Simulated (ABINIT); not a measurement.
# SrTiO3 (Tausonite): G0W0 with ABINIT, start to end, part 2 of 2

How does a plane-wave GW calculation on SrTiO3 (Tausonite) run from the first input to the gap?

ABINIT 10.8.3; PBE and many-body steps on it, plane waves. Known limits of the many-body steps: not at the basis limit; no spin-orbit coupling; coarse k mesh.

So far. Step 3 (Empty states on the mesh, 4×4×4 mesh, 124 bands): On this mesh the gap is 1.908 eV. Step 4 (Screening, 4×4×4 mesh, 116 bands, screening to 136.1 eV): Local fields lower ε∞ by 5 %. On a Γ-centred mesh this coarse the value itself is usually too large, while a short band sum pulls it down.

### Step 5. Self-energy, 4×4×4 mesh, 116 bands, screening to 136.1 eV

The self-energy is evaluated for the states that the input lists, and the levels follow from it, in one-shot runs by the linearised quasiparticle equation.

This step: G0W0 on PBE, plane waves, norm-conserving pseudopotentials.

run.abi reads:

```
acell 3*1.0 Angstrom
rprim 
  3.905280000000 0.000000000000 0.000000000000
  0.000000000000 3.905280000000 0.000000000000
  0.000000000000 0.000000000000 3.905280000000
ntypat 3
znucl 38 22 8
natom 5
typat 1 2 3 3 3
xred 
  0.500000000000 0.500000000000 0.500000000000
  0.000000000000 0.000000000000 0.000000000000
  0.500000000000 0.000000000000 0.000000000000
  0.000000000000 0.500000000000 0.000000000000
  0.000000000000 0.000000000000 0.500000000000
pp_dirpath "pseudos"
pseudos "Sr.upf, Ti.upf, O.upf"
ecut 38
ngkpt 4 4 4
nshiftk 1
shiftk 0 0 0
kptopt 1
chksymbreak 0
istwfk *1
occopt 1
irdwfk 1
optdriver 4
nband 116
gwcalctyp 0
ecutsigx 38
symsigma 1
nkptgw 2
kptgw 
  0.5000000000 0.5000000000 0.5000000000
  0.0000000000 0.0000000000 0.0000000000
bdgw 
  18 23
  18 23
ecuteps 5
irdscr 1
ppmodel 1
indata_prefix "in"
outdata_prefix "out"
tmpdata_prefix "tmp"
```

On the command line:

```console
$ OMP_NUM_THREADS=1 mpirun -n 4 abinit run.abi > log
```

Numbers of over 12 decimals in the logs are rounded to 6 here.

Output:

```text
.Version 10.8.3 of ABINIT. v10.8.2 released Aug 2026.

 Symmetries : space group Pm -3 m (#221); Bravais cP (primitive cubic)
[... echo of the input left out ...]
== DATASET  1 ==================================================================
-   mpi_nproc: 4, omp_nthreads: 1 (-1 if OMP is not activated)

--- !DatasetInfo
iteration_state: {dtset: 1, }
dimensions: {natom: 5, nkpt: 10, mband: 116, nsppol: 1, nspinor: 1, nspden: 1, mpw: 4632, }
cutoff_energies: {ecut:  38.0, pawecutdg:  -1.0, }
electrons: {nelect:   4.00000000E+01, charge:   0.00000000E+00, occopt:   1.00000000E+00, tsmear:   1.00000000E-02, }

 SIGMA: Calculation of the GW corrections

 Based on a program developped by R.W. Godby, V. Olevano, G. Onida, and L. Reining.
 Incorporated in ABINIT by V. Olevano, G.-M. Rignanese, and M. Torrent.
.Using double precision arithmetic ; gwpc =  8

[... cell and pseudopotentials left out ...]
--------------------------------------------------------------------------------

 ==== K-mesh for the wavefunctions ====
 Number of points in the irreducible wedge :    10
[... list of points left out ...]
 Together with 48 symmetry operations and time-reversal symmetry
 yields    64 points in the full Brillouin Zone.

 ==== Q-mesh for screening function ====
 Number of points in the irreducible wedge :    10
[... list of points left out ...]
 Together with 48 symmetry operations and time-reversal symmetry
 yields    64 points in the full Brillouin Zone.

 vcoul_init : cutoff-mode = AUXILIARY_FUNCTION
 q-points for optical limit:   1
     1)      0.000010    0.000020    0.000030
 setmesh: FFT mesh size selected  =    45x   45x   45
          total number of points  =        91125

 Number of electrons calculated from density =   40.0000; Expected =   40.0000
 average of density, n =  0.099519
 r_s =    1.3387
 omega_plasma =   30.4305 [eV]

 === KS Band Gaps ===
  >>>> For spin  1
   Minimum direct gap =   2.2628 [eV], located at k-point      :   0.0000  0.0000  0.0000
   Fundamental gap    =   1.9077 [eV], Top of valence bands at :   0.5000  0.5000  0.5000
                                       Bottom of conduction at :   0.0000  0.0000  0.0000
 SIGMA fundamental parameters:
 PLASMON POLE MODEL  1
 number of plane-waves for SigmaX                 4457
 number of plane-waves for SigmaC and W            203
 number of plane-waves for wavefunctions          4457
 number of bands                                   116
 number of independent spin polarizations            1
 number of spinorial components                      1
 number of k-points in IBZ                          10
 number of q-points in IBZ                          10
 number of symmetry operations                      48
 number of k-points in BZ                           64
 number of q-points in BZ                           64
 number of frequencies for dSigma/dE                 9
 frequency step for dSigma/dE [eV]                0.25
 number of omega for Sigma on real axis              0
 max omega for Sigma on real axis  [eV]           0.00
 zcut for avoiding poles [eV]                     0.10

 EPSILON^-1 parameters (SCR file):
 dimension of the eps^-1 matrix on file            203
 dimension of the eps^-1 matrix used               203
 number of plane-waves for wavefunctions          4457
 number of bands                                   116
 number of q-points in IBZ                          10
 number of frequencies                               2
 number of real frequencies                          1
 number of imag frequencies                          1

 matrix elements of self-energy operator (all in [eV])

 Perturbative Calculation

--- !SelfEnergy_ee
iteration_state: {dtset: 1, }
kpoint     : [   0.500,    0.500,    0.500, ]
spin       : 1
KS_gap     :    4.517
QP_gap     :    6.459
Delta_QP_KS:    1.943
data: !SigmaeeData |
     Band     E0 <VxcDFT>   SigX SigC(E0)      Z dSigC/dE  Sig(E)    E-E0       E
       18   6.925 -20.195 -25.189   5.000   0.769  -0.300 -20.190   0.005   6.930
       19   6.925 -20.195 -25.189   5.000   0.769  -0.300 -20.190   0.005   6.930
       20   6.925 -20.195 -25.189   5.000   0.769  -0.300 -20.190   0.005   6.930
       21  11.442 -21.983 -12.959  -6.416   0.747  -0.339 -20.036   1.947  13.389
       22  11.442 -21.983 -12.959  -6.416   0.747  -0.339 -20.036   1.947  13.389
       23  11.442 -21.983 -12.959  -6.416   0.747  -0.339 -20.036   1.947  13.389

--- !SelfEnergy_ee
iteration_state: {dtset: 1, }
kpoint     : [   0.000,    0.000,    0.000, ]
spin       : 1
KS_gap     :    2.263
QP_gap     :    3.861
Delta_QP_KS:    1.598
data: !SigmaeeData |
     Band     E0 <VxcDFT>   SigX SigC(E0)      Z dSigC/dE  Sig(E)    E-E0       E
       18   6.570 -20.542 -25.366   4.815   0.774  -0.292 -20.549  -0.006   6.564
       19   6.570 -20.542 -25.366   4.815   0.774  -0.292 -20.549  -0.006   6.564
       20   6.570 -20.542 -25.366   4.815   0.774  -0.292 -20.549  -0.006   6.564
       21   8.833 -18.883 -11.450  -5.401   0.783  -0.276 -17.291   1.592  10.425
       22   8.833 -18.883 -11.450  -5.401   0.783  -0.276 -17.291   1.592  10.425
       23   8.833 -18.883 -11.450  -5.401   0.783  -0.276 -17.291   1.592  10.425

== END DATASET(S) ==============================================================
================================================================================

 -outvars: echo values of variables after computation  --------
           etotal      0.0000000000E+00
            nband         116
             nkpt          10
          spgroup         221
 [... the other variables as echoed above ...]

 Calculation completed.
```

The job ended after 12 s (4 MPI ranks of Arm Neoverse V1, shared host; peak memory 0.92 GiB).

Numbers from this step:

* G0W0 gap on the points computed: 3.495 eV
* starting gap on the mesh: 1.908 eV
* k of the valence top: 0.5, 0.5, 0.5
* k of the conduction bottom: 0, 0, 0
* Z at the valence top: 0.769
* Z at the conduction bottom: 0.783
* least direct G0W0 gap on the computed points: 3.861 eV

The gap on the mesh goes from 1.91 eV to 3.50 eV, a correction of +1.59 eV.

Limits: finite bands, cutoff and mesh; no spin-orbit coupling; coarse k mesh. v1 is the top filled band, c1 the lowest empty one. The levels before and after the correction (eV, zero at the valence-band top of each column):

```csv
,conduction bottom,valence top
Kohn-Sham,1.91,0.00
G0W0,3.50,0.00
```

```csv
,level,energy (eV)
Kohn-Sham,(0.5 0.5 0.5) v3-v1,0.000
Kohn-Sham,(0.5 0.5 0.5) c1-c3,4.517
Kohn-Sham,Γ v3-v1,-0.355
Kohn-Sham,Γ c1-c3,1.908
G0W0,(0.5 0.5 0.5) v3-v1,0.000
G0W0,(0.5 0.5 0.5) c1-c3,6.459
G0W0,Γ v3-v1,-0.366
G0W0,Γ c1-c3,3.495
```

### Step 6. Where the time went

Times are wall times on 4 MPI ranks of Arm Neoverse V1, shared host, good to a factor of about two.

```csv
step,time,share,memory (GiB)
ground state,41 s,12 %,0.34
empty states on the mesh,3.5 min,63 %,4.6
screening,68 s,21 %,1.1
self-energy,12 s,4 %,0.92
```

### Step 7. Outcome

- PBE gap: 1.91 eV, indirect
- G0W0 gap on the mesh: 3.50 eV
- GW settings: 4×4×4 mesh, 116 bands, screening to 136.1 eV, Godby-Needs plasmon pole
- known limits: not at the basis limit; no spin-orbit coupling; coarse k mesh

G0W0 moves the gap on the mesh from 1.91 eV to 3.50 eV (+1.59 eV), with Z of 0.77 and 0.78 at the edges. Local fields lower the RPA ε∞ on this mesh from 6.77 to 6.41; a Γ-centred mesh this coarse tends to raise both, most where the direct gap is narrow, while a short band sum lowers them. Only 2 of the mesh's irreducible points were corrected, so a valley elsewhere could overtake. The dearest step here is «empty states on the mesh». Against experiment, by G0W0@PBE: the direct gap of 3.86 eV lies +0.09 eV from the measured 3.77 eV (direct, 300 K, 2013). An exciton line or allowed optical edge lies below the quasiparticle gap by the binding energy; a forbidden edge can push the onset above it. The calculation has static nuclei and no excitons; a measured gap holds zero-point and thermal motion, which mostly lowers it. Bands and cutoff are finite, so the gap is not at the basis limit. The miss can reach some tenths of an eV and take either sign; the mesh is an error of its own. In the G0W0 run levels were corrected at 2 k points alone, so a gap called «on the mesh» is the least over those, and an edge elsewhere would be missed. The 4×4×4 mesh is coarse for this cell, which bears on the long-range parts of exchange and screening. This is the ideal cubic cell; many perovskites, halides above all, are cubic only on average, and local tilts or off-centring can widen the gap. The many-body steps are scalar-relativistic: spin-orbit coupling is not in them.

[Paths, hosts, dates, memory and timing lines, banners, echoed tables and standing remarks are left out of the program output.]

[Logs are printed without paths, hosts, clocks, repeated set-up lines and the standing remarks that a program may print on its own settings, such as how far it seeks lower states.]

[Runs of the session that timed out or met a known fault of the program may be left out.]

[Hosts, paths, dates, database ids (printed as entryN), source tags and the programs' standing remarks are cut or masked in the printed files.]

[G0W0 gaps are taken among the corrected bands and points alone; a level outside them can change the order at an edge.]

[Where Ansatz stands beside ABINIT at settings called matched, ABINIT's density can come from a denser mesh and the files from another edition; pairs whose starting gaps differed by over 0.03 eV were left out, so agreement reads better than it is.]
